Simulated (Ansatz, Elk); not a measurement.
# TaH3: X-ray structure factors from the self-consistent density, part 2 of 2

The structure of TaH3 used here is made up (a known structure type with other elements) and was relaxed beforehand with r2SCAN. The aim is the Fourier transform of its all-electron density, F(hkl), set beside the sum over free spherical atoms that refinements use.

Elk 11.2.3 (patched build); all-electron DFT.

So far: Starting point; Ground state and structure factors; The highest occupied states alone.

The structure was built from a prototype and need not be the compound's stable phase.

### 4. Another functional

Level of this step: DFT, LDA (Perdew-Wang), all-electron APW+lo, Dirac cores, scalar-relativistic bands, static density, no spin (Elk).

The difference from free atoms is small, so it is set against the change that LDA (Perdew-Wang) makes.

File elk.in:

```
tasks
  0
  195

xctype
  3

spinpol
  .false.

rgkmax
  7.0

gmaxvr
  14.0

lmaxo
  7

lmaxapw
  8

swidth
  0.002

tshift
  .false.

ramdisk
  .false.

hmaxvr
  5.5

maxscl
  120

epspot
  1e-06

sppath
  './'

avec
  5.61904752287 -0.00000000000 -0.00000000000
  0.00000000000 5.61904752287 -0.00000000000
  -0.00000000000 -0.00000000000 5.61904752287

atoms
  2
  'Ta.in'
  1
  -0.0000000000 -0.0000000000 -0.0000000000   0.000000 0.000000 0.000000
  'H.in'
  3
  0.5000000000 0.5000000000 0.0000000000   0.000000 0.000000 0.000000
  0.5000000000 0.0000000000 0.5000000000   0.000000 0.000000 0.000000
  -0.0000000000 0.5000000000 0.5000000000   0.000000 0.000000 0.000000

ngridk
  8 8 8
```

Launch:

```console
OMP_NUM_THREADS=4 elk
```

Numbers of over 12 decimals in the logs are rounded to 6 here.

The log of the run:

```text
┌─────────────────────────┐
│ Elk code version 11.2.3 │
└─────────────────────────┘

All units are atomic (Hartree, Bohr, etc.)

┌─────────────────────────────────────────────────┐
│ Ground-state run starting from atomic densities │
└─────────────────────────────────────────────────┘

Lattice vectors :
   5.619047523      -0.000000000      -0.000000000
   0.000000000       5.619047523      -0.000000000
  -0.000000000      -0.000000000       5.619047523

Reciprocal lattice vectors :
   1.118194014       0.000000000       0.000000000
[...]
interstitial                :    2.465563407
 muffin-tins (core leakage)
  species : 1 (Ta)
   atom 1                    :    71.36279778     ( -0.4239424541E-05)
  species : 2 (H)
[...]
atom 2                    :   0.7238796032     (   0.000000000    )
   atom 3                    :   0.7238796032     (   0.000000000    )
 total in muffin-tins        :    73.53443659
 total calculated charge     :    75.99835867
 total charge                :    76.00000000
 error                       :   0.1641334795E-02

┌──────────────────────────────┐
│ Self-consistent loop stopped │
└──────────────────────────────┘

Wrote STATE.OUT
[key lines of the parts left out:]
total energy                :     -15618.631202053
```

Run time: 7 s. Hardware: 4 threads of Intel Xeon Platinum 8375C at 2.90GHz (Ice Lake), shared host; peak memory 0.16 GiB.

Against the first run R = 0.02 %; the largest change is -0.056 at 200.

### 5. A coarser k-mesh

About half the k-points along each axis test the sampling.

Edit elk.in of step 4 so:

```diff
@@ -5,3 +5,3 @@
 xctype
-  3
+  20
 
@@ -60,2 +60,2 @@
 ngridk
-  8 8 8
+  4 4 4
```

Launch:

```console
OMP_NUM_THREADS=4 elk
```

The log of the run:

```text
┌─────────────────────────┐
│ Elk code version 11.2.3 │
└─────────────────────────┘

All units are atomic (Hartree, Bohr, etc.)

┌─────────────────────────────────────────────────┐
│ Ground-state run starting from atomic densities │
└─────────────────────────────────────────────────┘

Lattice vectors :
   5.619047523      -0.000000000      -0.000000000
   0.000000000       5.619047523      -0.000000000
  -0.000000000      -0.000000000       5.619047523

Reciprocal lattice vectors :
   1.118194014       0.000000000       0.000000000
[...]
interstitial                :    2.468757631
 muffin-tins (core leakage)
  species : 1 (Ta)
   atom 1                    :    71.29406983     (  0.4182549844E-06)
  species : 2 (H)
[...]
atom 2                    :   0.7457241794     (   0.000000000    )
   atom 3                    :   0.7457241794     (   0.000000000    )
 total in muffin-tins        :    73.53124237
 total calculated charge     :    75.99843033
 total charge                :    76.00000000
 error                       :   0.1569672529E-02

┌──────────────────────────────┐
│ Self-consistent loop stopped │
└──────────────────────────────┘

Wrote STATE.OUT
[key lines of the parts left out:]
total energy                :     -15627.845869860
```

Elapsed: 9.4 s, on 4 threads; peak memory 0.16 GiB; 20 s of CPU time.

Against the first run R = 0.01 %; the largest change is +0.030 at 200.

### 6. Basis size

The basis and the expansions that go with it are enlarged, to see whether the differences are converged.

Edit elk.in of step 5 so:

```diff
@@ -11,12 +11,12 @@
 rgkmax
-  7.0
+  8.5
 
 gmaxvr
-  14.0
+  18.0
 
 lmaxo
-  7
+  9
 
 lmaxapw
-  8
+  10
 
@@ -60,2 +60,2 @@
 ngridk
-  4 4 4
+  8 8 8
```

Launch:

```console
OMP_NUM_THREADS=4 elk
```

The log of the run:

```text
┌─────────────────────────┐
│ Elk code version 11.2.3 │
└─────────────────────────┘

All units are atomic (Hartree, Bohr, etc.)

┌─────────────────────────────────────────────────┐
│ Ground-state run starting from atomic densities │
└─────────────────────────────────────────────────┘

Lattice vectors :
   5.619047523      -0.000000000      -0.000000000
   0.000000000       5.619047523      -0.000000000
  -0.000000000      -0.000000000       5.619047523

Reciprocal lattice vectors :
   1.118194014       0.000000000       0.000000000
[...]
interstitial                :    2.458366257
 muffin-tins (core leakage)
  species : 1 (Ta)
   atom 1                    :    71.30955891     (  0.4185773648E-06)
  species : 2 (H)
[...]
atom 2                    :   0.7440249436     (   0.000000000    )
   atom 3                    :   0.7440249436     (   0.000000000    )
 total in muffin-tins        :    73.54163374
 total calculated charge     :    75.99996798
 total charge                :    76.00000000
 error                       :   0.3202452260E-04

┌──────────────────────────────┐
│ Self-consistent loop stopped │
└──────────────────────────────┘

Wrote STATE.OUT
[key lines of the parts left out:]
total energy                :     -15627.852562250
```

The job ended after 31 s (4 threads; peak memory 0.22 GiB).

Against the first run R = 0.00 %; the largest change is +0.008 at 220.

### 7. Settings against the effect

| run | R against the first run (%) | R against neutral atoms, low angle (%) | wall time |
| --- | --- | --- | --- |
| PBE, rgkmax 7 | 0.00 | 0.32 | 14 s |
| LDA (Perdew-Wang) | 0.02 | 0.32 | 7 s |
| k-mesh 4×4×4 | 0.01 | 0.33 | 9.4 s |
| rgkmax 8.5 with larger expansions | 0.00 | 0.32 | 31 s |

### 8. Summary of results

| Property | Result |
| --- | --- |
| R against neutral atoms, sin θ/λ < 0.3 Å⁻¹ | 0.32 % |
| R against neutral atoms, 0.3 to 0.82 Å⁻¹ | 0.20 % |

Independent neutral atoms miss the calculated amplitudes by R = 0.32 % below 0.3 Å⁻¹ and 0.20 % from there to 0.82 Å⁻¹; by shells, 0.32 % 0.15 to 0.3 (3 forms), 0.15 % 0.3 to 0.45 (3 forms), 0.21 % above 0.45 (18 forms). Bonding, aspherical density and the tables' own atoms all enter these figures, and the runs don't part them. The largest change of an amplitude is -0.33 electrons, at 110. The window's part falls from 8.0 electrons at the origin to at most 0.23 between 0.45 and 0.82 Å⁻¹. Below 0.3 Å⁻¹ the changes that finished (LDA (Perdew-Wang), k-mesh 4×4×4 and rgkmax 8.5 with larger expansions) move F by R = 0.05 % at most, against the 0.32 % that separates it from free atoms. Spin-orbit coupling is left out, which can matter for elements this heavy. Part of the difference isn't bonding: the tables are fits to free atoms and ions calculated by other methods than this functional. Thermal motion, anomalous dispersion and extinction are left out.

[Logs are printed without paths, hosts, clocks, repeated set-up lines and the standing remarks that a program may print on its own settings, such as how far it seeks lower states.]

[Hosts, paths, dates, database ids (printed as entryN), source tags and the programs' standing remarks are cut or masked in the printed files.]
